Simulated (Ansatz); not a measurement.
# What TiGe (model cell, started as zinc blende) distorts into, part 2 of 3

Wanted: the energy along a soft mode of TiGe (model cell, started as zinc blende) and the structure at the end.

Ansatz 0.2.0; DFT PBE, scalar-relativistic, plane waves, PAW.

So far, highest frequency on the path or at a solved wavevector (cm⁻¹): step 2 (phonons on a q mesh) 283. Also lowest frequency on the path (cm⁻¹): step 2 -37.8.

The structure was built from a prototype and need not be the compound's stable phase.

### Step 3. The mode frozen in, largest atomic shift 0 Å

The mode followed lies at q = (0.25, -0.5, -0.25) with frequency 30.6i cm⁻¹ and is 2-fold degenerate, one of the unstable modes though not the softest. At small amplitude the distorted cell has space group no. 82 by a symmetry search on the positions. The undistorted cell that holds it gives the zero of energy on the same k mesh.

System of this step: TiGe (model cell, started as zinc blende). It takes space group F-43m (No. 216, cubic). Conventional cell: a = 5.846 Å, b = 5.846 Å, c = 5.846 Å, α = 90.00°, β = 90.00°, γ = 90.00°. Nearest to Ti lie 4 Ge at 2.53 Å. Nearest to Ge lie 4 Ti at 2.53 Å. Farther neighbours are not listed.

File input.yaml:

```yaml
crystal:
  lattice:
    - [0.0, 0.0, -5.8461100778]
    - [5.8461100778, 0.0, 0.0]
    - [2.9230550389, -5.8461100778, -2.9230550389]
  atoms:
    - { symbol: Ti, position: [0.5, 0.5, 0.0] }
    - { symbol: Ti, position: [0.0, 0.0, 0.0] }
    - { symbol: Ti, position: [0.25, 0.75, 0.5] }
    - { symbol: Ti, position: [0.75, 0.25, 0.5] }
    - { symbol: Ge, position: [0.625, 0.625, 0.25] }
    - { symbol: Ge, position: [0.125, 0.125, 0.25] }
    - { symbol: Ge, position: [0.375, 0.875, 0.75] }
    - { symbol: Ge, position: [0.875, 0.375, 0.75] }
kpoints:
  mp_grid: { grid: [6, 6, 6] }
hamiltonian:
  xc: pbe
scf:
  occupations: { method: gaussian, width: 0.01 }
output:
  forces: true
  stress: true
  eigenvalues: true
```

Launch:

```bash
$ ansatz run input.yaml --threads 4 --pin off --max-ram 7168MiB --backend cpu --events-out ev --progress --plain --runs-dir out
```

Numbers of over 12 decimals in the logs are rounded to 6 here.

The log of the run:

```text
[...]
Crystal: 8 atoms, lattice volume = 199.803 Å³
Basis set: ecut = 420 eV, 3907 PW (Γ), exchange–correlation on 80×80×96 points (8 copies of the dense FFT grid, shifted against one another)
Bands: 63, of which v1, the nominal top of the filled ones, is band 52 counted from 1 (51 counted from 0)
Symmetry: 32 space group operations
[...]
k-points: 30 of 216 (time reversal used)
[...]
k-point 0: bands = [... 48 lower, 6.8768, 6.8768, 7.0287, 7.0287, 7.2744, 7.2868, 7.2868, 8.1276, ... 6 higher]
  k-point 1: bands = [... 48 lower, 6.9002, 6.9002, 6.9140, 6.9140, 7.2824, 7.2824, 7.2954, 8.0591, ... 6 higher]
  k-point 2: bands = [... 48 lower, 6.7826, 6.7826, 6.9903, 6.9903, 7.2758, 7.2758, 7.4112, 7.8717, ... 6 higher]
  k-point 29: bands = [... 48 lower, 6.3962, 6.3962, 6.4772, 6.4772, 8.0377, 8.0377, 8.2190, 8.2190, ... 6 higher]
[key lines of the parts left out:]
SCF converged after 8 iterations
Free energy (F): -27175.243039 eV
Fermi energy:    7.151717 eV
P = ⅓ Tr σ = 0.0000 GPa (0.000 kbar)
```

The job ended after 15 s (4 threads of Arm Neoverse N1, shared host; peak memory 0.69 GiB).

Numbers from this step:

```
pressure                         : 2.12e-5 GPa
energy from the undistorted cell : 0 meV/atom
```

The run ends at a pressure of 0.00 GPa.

### Step 4. The mode frozen in, largest atomic shift 0.6 Å

The atoms are moved along the unstable eigenvector, the largest shift by 0.6 Å, with the cell fixed.

File input.yaml:

```yaml
crystal:
  lattice:
    - [0.0, 0.0, -5.8461100778]
    - [5.8461100778, 0.0, 0.0]
    - [2.9230550389, -5.8461100778, -2.9230550389]
  atoms:
    - { symbol: Ti, position: [0.5037360395, 0.4060507233, 0.0] }
    - { symbol: Ti, position: [-0.0037360395, 0.0939492767, 0.0] }
    - { symbol: Ti, position: [0.3439492767, 0.7537360395, 0.5] }
    - { symbol: Ti, position: [0.6560507233, 0.2462639605, 0.5] }
    - { symbol: Ge, position: [0.6723909317, 0.6723909317, 0.1552181365] }
    - { symbol: Ge, position: [0.0776090683, 0.0776090683, 0.3447818635] }
    - { symbol: Ge, position: [0.3236838263, 0.8236838263, 0.8526323473] }
    - { symbol: Ge, position: [0.9263161737, 0.4263161737, 0.6473676527] }
kpoints:
  mp_grid: { grid: [6, 6, 6] }
hamiltonian:
  xc: pbe
scf:
  occupations: { method: gaussian, width: 0.01 }
output:
  forces: true
  stress: true
  eigenvalues: true
```

The log of the run:

```text
[...]
Crystal: 8 atoms, lattice volume = 199.803 Å³
Basis set: ecut = 420 eV, 3907 PW (Γ), exchange–correlation on 80×80×96 points (8 copies of the dense FFT grid, shifted against one another)
Bands: 63, of which v1, the nominal top of the filled ones, is band 52 counted from 1 (51 counted from 0)
Symmetry: 4 space group operations
[...]
k-points: 36 of 216 (time reversal used)
[...]
k-point 0: bands = [... 48 lower, 6.4129, 6.7456, 7.0727, 7.2563, 7.2563, 7.3351, 8.0261, 8.1433, ... 7 higher]
  k-point 1: bands = [... 48 lower, 6.5690, 6.5838, 7.1040, 7.2922, 7.4058, 7.4058, 7.8892, 8.0864, ... 7 higher]
  k-point 2: bands = [... 48 lower, 6.5220, 6.8810, 7.1134, 7.1647, 7.7593, 7.8770, 7.8770, 7.9579, ... 7 higher]
  k-point 35: bands = [... 48 lower, 6.9288, 6.9372, 7.0876, 7.0927, 7.8838, 7.9182, 8.0885, 8.1434, ... 7 higher]
[key lines of the parts left out:]
SCF converged after 8 iterations
Free energy (F): -27175.989197 eV
Fermi energy:    7.442953 eV
P = ⅓ Tr σ = -7.9755 GPa (-79.755 kbar)
```

It took 17 s on 4 threads; peak memory 0.71 GiB.

This step gave:

```yaml
pressure: -7.976 GPa
gap_on_the_k_mesh: 0 eV
energy_from_the_undistorted_cell: -93.25 meV/atom
```

The energy, extrapolated to zero smearing, is -93.25 meV/atom against the undistorted cell.

The run ends at a pressure of -7.98 GPa, with forces up to 0.39 eV/Å.

### Step 5. Energy along the mode, all amplitudes (two of the runs are shown above)

An imaginary frequency means negative curvature, so the energy should fall and then rise again as anharmonic terms take over.

This step gave:

```
depth at the lowest point sampled  : 93.25 meV/atom
largest atomic shift at that point : 0.6 Å
```

The energy from the parent by largest atomic shift:

| largest atomic shift (Å) | energy from the parent (meV/atom) |
| --- | --- |
| 0.000 | 0 |
| 0.040 | -0.149 |
| 0.080 | -0.626 |
| 0.140 | -2.30 |
| 0.220 | -7.98 |
| 0.320 | -23.2 |
| 0.450 | -53.8 |
| 0.600 | -93.2 |

Displacement at unit largest shift by atom:

| atom | x (Å) | y (Å) | z (Å) | size |
| --- | --- | --- | --- | --- |
| Ti1 | -0.92 | 0.00 | -0.04 | 0.92 |
| Ti2 | 0.92 | 0.00 | 0.04 | 0.92 |
| Ti3 | 0.04 | 0.00 | -0.92 | 0.92 |
| Ti4 | -0.04 | 0.00 | 0.92 | 0.92 |
| Ge5 | 0.00 | 0.92 | 0.00 | 0.92 |
| Ge6 | 0.00 | -0.92 | 0.00 | 0.92 |
| Ge7 | 0.00 | -1.00 | 0.00 | 1.00 |
| Ge8 | 0.00 | 1.00 | 0.00 | 1.00 |

The lowest of the steps tried is the last one, at 0.6 Å, 93.2 meV/atom below the parent; the bottom of the well need not coincide with a step.

### Step 6. Relaxing from the distorted cell

Starting from the lowest point found, all atoms and the cell are let go, so that strain and other modes of the same symmetry can join in.

Edit input.yaml of step 4 so:

```diff
@@ -24 +24,6 @@
   eigenvalues: true
+relax:
+  adjacent_minimum: "off"
+  f_tol: 0.002
+  max_steps: 120
+  cell: { stress_tol: 0.03 }
```

The log of the run:

```text
[...]
Crystal: 8 atoms, lattice volume = 199.803 Å³
Basis set: ecut = 420 eV, 3907 PW (Γ), exchange–correlation on 80×80×96 points (8 copies of the dense FFT grid, shifted against one another)
Bands: 63, of which v1, the nominal top of the filled ones, is band 52 counted from 1 (51 counted from 0)
Symmetry: 4 space group operations
[...]
k-points: 36 of 216 (time reversal used)
[...]
SCF iter   1: F=—  HF=-27175.990546 eV  |F-HF|=—  |Δ(HF+E_count)|=         —  Δρ=3.94e-3  dr2=1.86e-2  ethr=1.77e-3  ⟨swp⟩=5.9  Hψ=8800  notcnv=0
[...]
SCF iter   8: F=-27175.989197 eV  HF=-27175.989197 eV  |F-HF|=2.43e-8  |Δ(HF+E_count)|=   1.04e-7  Δρ=5.48e-6  dr2=9.31e-8  ethr=9.62e-11  ⟨swp⟩=8.6  Hψ=8340  notcnv=0
SCF 1 converged in 8 iterations: F = -27175.989197 eV  dr2 = 9.31e-8
[...]
relax step   1: F+E_penalty+E_count = -27175.98919722 eV  Δ(F+E_penalty+E_count) = +0.000e0 eV  max|allowed force component| = 3.883e-1 eV/Å  Δτ_max = 0.0000 Å  P = -7.976 GPa  Ω = 199.803 Å³  (8 SCF iters, dr2 threshold 1.00e-7 eV, accepted)
Crystal: 8 atoms, lattice volume = 174.225 Å³
Basis set: ecut = 420 eV, 3427 PW (Γ), exchange–correlation on 80×80×96 points (8 copies of the dense FFT grid, shifted against one another)
[...]
SCF iter   7: F=-27177.334001 eV  HF=-27177.334001 eV  |F-HF|=1.19e-7  |Δ(HF+E_count)|=   5.72e-6  Δρ=1.77e-5  dr2=4.88e-7  ethr=7.69e-10  ⟨swp⟩=6.0  Hψ=8319  notcnv=0
the search or the solves at the SCF's close seem to have found levels that the self-consistency loop had missed (the run counts 1). By its estimate they hold under 1e-12 electrons; where the run keeps them, the occupations were computed again with them
SCF 2 converged in 7 iterations: F = -27177.334001 eV  dr2 = 4.88e-7
relax step   2: F+E_penalty+E_count = -27177.33400092 eV  Δ(F+E_penalty+E_count) = -1.345e0 eV  max|allowed force component| = 7.661e-1 eV/Å  Δτ_max = 0.1154 Å  P = -3.064 GPa  Ω = 174.225 Å³  energy of the carried Pulay correction = +2.611e-3 eV  (7 SCF iters, dr2 threshold 8.00e-7 eV, accepted)
Crystal: 8 atoms, lattice volume = 157.158 Å³
Basis set: ecut = 420 eV, 3035 PW (Γ), exchange–correlation on 80×80×96 points (8 copies of the dense FFT grid, shifted against one another)
[...]
SCF iter   7: F=-27178.759421 eV  HF=-27178.759421 eV  |F-HF|=4.14e-8  |Δ(HF+E_count)|=   2.40e-6  Δρ=1.23e-5  dr2=1.78e-7  ethr=7.69e-10  ⟨swp⟩=8.6  Hψ=8961  notcnv=0
SCF 3 converged in 7 iterations: F = -27178.759421 eV  dr2 = 1.78e-7
[...]
relax step   3: F+E_penalty+E_count = -27178.75942109 eV  Δ(F+E_penalty+E_count) = -1.425e0 eV  max|allowed force component| = 8.733e-1 eV/Å  Δτ_max = 0.1958 Å  P = -1.226 GPa  Ω = 157.158 Å³  energy of the carried Pulay correction = +4.563e-3 eV  (7 SCF iters, dr2 threshold 8.00e-7 eV, accepted)
[... from here on, the SCF cycles and remarks between the steps are left out ...]
relax step   4: F+E_penalty+E_count = -27179.77425848 eV  Δ(F+E_penalty+E_count) = -1.015e0 eV  max|allowed force component| = 9.886e-1 eV/Å  Δτ_max = 0.1906 Å  P = -0.912 GPa  Ω = 147.540 Å³  energy of the carried Pulay correction = +5.748e-3 eV  (7 SCF iters, dr2 threshold 8.00e-7 eV, accepted)
relax step   5: F+E_penalty+E_count = -27180.63287241 eV  Δ(F+E_penalty+E_count) = -8.586e-1 eV  max|allowed force component| = 8.450e-1 eV/Å  Δτ_max = 0.1953 Å  P = +0.239 GPa  Ω = 141.470 Å³  energy of the carried Pulay correction = +6.530e-3 eV  (7 SCF iters, dr2 threshold 8.00e-7 eV, accepted)
relax step   6: F+E_penalty+E_count = -27181.06726748 eV  Δ(F+E_penalty+E_count) = -4.344e-1 eV  max|allowed force component| = 3.065e-1 eV/Å  Δτ_max = 0.1950 Å  P = +1.540 GPa  Ω = 139.155 Å³  energy of the carried Pulay correction = +6.836e-3 eV  (7 SCF iters, dr2 threshold 8.00e-7 eV, accepted)
relax step   7: F+E_penalty+E_count = -27181.10129998 eV  Δ(F+E_penalty+E_count) = -3.403e-2 eV  max|allowed force component| = 7.207e-2 eV/Å  Δτ_max = 0.0468 Å  P = +0.742 GPa  Ω = 140.608 Å³  energy of the carried Pulay correction = +6.643e-3 eV  (6 SCF iters, dr2 threshold 8.00e-7 eV, accepted)
relax step   8: F+E_penalty+E_count = -27181.10605712 eV  Δ(F+E_penalty+E_count) = -4.757e-3 eV  max|allowed force component| = 8.602e-3 eV/Å  Δτ_max = 0.0044 Å  P = -0.066 GPa  Ω = 141.837 Å³  energy of the carried Pulay correction = +6.482e-3 eV  (6 SCF iters, dr2 threshold 8.00e-7 eV, accepted)
relax step   9: F+E_penalty+E_count = -27181.10646579 eV  Δ(F+E_penalty+E_count) = -4.087e-4 eV  max|allowed force component| = 5.684e-3 eV/Å  Δτ_max = 0.0033 Å  P = -0.093 GPa  Ω = 141.788 Å³  energy of the carried Pulay correction = +6.488e-3 eV  (6 SCF iters, dr2 threshold 3.75e-7 eV, accepted)
relax step  10: F+E_penalty+E_count = -27181.10654911 eV  Δ(F+E_penalty+E_count) = -8.331e-5 eV  max|allowed force component| = 2.252e-3 eV/Å  Δτ_max = 0.0013 Å  P = +0.029 GPa  Ω = 141.643 Å³  energy of the carried Pulay correction = +6.507e-3 eV  (6 SCF iters, dr2 threshold 4.21e-8 eV, accepted)
relax step  11: F+E_penalty+E_count = -27181.10654851 eV  Δ(F+E_penalty+E_count) = +5.920e-7 eV  max|allowed force component| = 5.844e-5 eV/Å  Δτ_max = 0.0003 Å  P = +0.000 GPa  Ω = 141.681 Å³  energy of the carried Pulay correction = +6.502e-3 eV  (6 SCF iters, dr2 threshold 2.94e-9 eV, accepted)
Basis set: ecut = 420 eV, 2775 PW (Γ), exchange–correlation on 72×72×96 points (8 copies of the dense FFT grid, shifted against one another)
[...]
SCF iter   7: F=-27181.098648 eV  HF=-27181.098648 eV  |F-HF|=7.28e-12  |Δ(HF+E_count)|=  4.37e-11  Δρ=1.45e-7  dr2=1.58e-11  ethr=1.00e-12  ⟨swp⟩=5.8  Hψ=9394  notcnv=0
SCF 12 converged in 7 iterations: F = -27181.098648 eV  dr2 = 1.58e-11
relax step  12: F+E_penalty+E_count = -27181.09864767 eV  Δ(F+E_penalty+E_count) = +7.901e-3 eV  max|allowed force component| = 1.311e-4 eV/Å  Δτ_max = 0.0000 Å  P = +0.002 GPa  Ω = 141.681 Å³  stress off target by 1.19e-2 GPa  SCF on the basis re-selected at this cell (its energy is not comparable with the rows above)  (7 SCF iters)
basis re-selected at this cell: Δ(F+E_penalty+E_count) = +7.901e-3 eV, ΔP = +0.002 GPa vs the last step (what re-selecting the basis moved, of the pressure what is left beyond the Pulay correction that the steps carried, after the strain that the cell walked since its last selection, with what the two solves' SCF thresholds leave and, on support functions, any second-order correction that the steps lacked; it is no measure of the basis error at this ecutwfc). The dense FFT grid was sized anew with the basis: this SCF ran on 36×36×48 points, the steps before it on 40×40×48, so part of this shift can come from that change (see relax.cell in the input reference). [rest of the remark cut]
SCF converged after 7 iterations
Free energy (F): -27181.098648 eV
[...]
Internal energy: -27181.097945 eV  (E = F + TS)
E sigma→0 (E₀):  -27181.098296 eV
Entropy (-TS):   -0.000702 eV (-0.088 meV/atom)
Fermi energy:    12.069970 eV
[...]
--- Forces (eV/Å), atoms counted from 1 ---
  atom   1  Ti    -0.00002598    -0.00000044    -0.00005820
  atom   2  Ti     0.00002598    -0.00000044     0.00005820
  atom   3  Ti     0.00005820     0.00000044    -0.00002598
  atom   4  Ti    -0.00005820     0.00000044     0.00002598
  atom   5  Ge    -0.00000000     0.00013109     0.00000000
  atom   6  Ge     0.00000000    -0.00013109     0.00000000
  atom   7  Ge     0.00000000    -0.00008807    -0.00000000
  atom   8  Ge     0.00000000     0.00008807    -0.00000000
  max |Σ_I F_I| component: 4.34e-18 eV/Å
--- Stress (GPa, compression-positive) ---
       -0.002913      -0.000000       0.000000
       -0.000000       0.011914      -0.000000
       -0.000000      -0.000000      -0.002913
  P = ⅓ Tr σ = 0.0020 GPa (0.020 kbar)
--- Band table (eV; the first three rows and the last of 36) ---
  k-point 0: bands = [... 48 lower, 9.9586, 10.6387, 11.0787, 11.2397, 12.2166, 12.2166, 12.9502, 14.4777, ... 7 higher]
  k-point 1: bands = [... 48 lower, 10.1337, 10.7203, 11.0517, 11.2545, 12.0625, 12.0625, 13.0219, 14.1544, ... 7 higher]
  k-point 2: bands = [... 48 lower, 10.6199, 10.7851, 10.9291, 11.2955, 11.7417, 11.7417, 13.2310, 13.7210, ... 7 higher]
  k-point 35: bands = [... 48 lower, 12.1851, 12.1851, 12.5390, 12.5390, 12.7158, 12.7158, 13.0429, 13.0429, ... 7 higher]
--- Relaxed structure (11 steps of the walk, 11 accepted, 1 SCFs on fresh bases) ---
  F+E_penalty+E_count = -27181.09864767 eV   max|allowed force component| = 1.311e-4 eV/Å   (the final SCF, on the basis selected at the relaxed cell)
  cell:  # Å, volume = 141.6813 Å³
    - [0, 0, -4.914703]
    - [4.914703, 0, 0]
    - [2.457351, -5.865675, -2.457351]
  atoms:
    - { symbol: Ti, position: [0.500000, 0.250002, -1.3097399534404289e-6] }
    - { symbol: Ti, position: [1.7482229247808665e-6, 0.250000, -1.3097399534403503e-6] }
    - { symbol: Ti, position: [0.499998, 0.749998, 0.500001] }
    - { symbol: Ti, position: [0.500000, 0.250000, 0.500001] }
    - { symbol: Ge, position: [0.704948, 0.704948, 0.090103] }
    - { symbol: Ge, position: [0.045052, 0.045052, 0.409897] }
    - { symbol: Ge, position: [0.295050, 0.795050, 0.909900] }
    - { symbol: Ge, position: [0.954950, 0.454950, 0.590100] }
```

It took 4.1 min on 4 threads; peak memory 0.78 GiB.

(Continued in part 3 of 3.)

[Logs are printed without paths, hosts, clocks, repeated set-up lines and the standing remarks that a program may print on its own settings, such as how far it seeks lower states.]

[Hosts, paths, dates, database ids (printed as entryN), source tags and the programs' standing remarks are cut or masked in the printed files.]
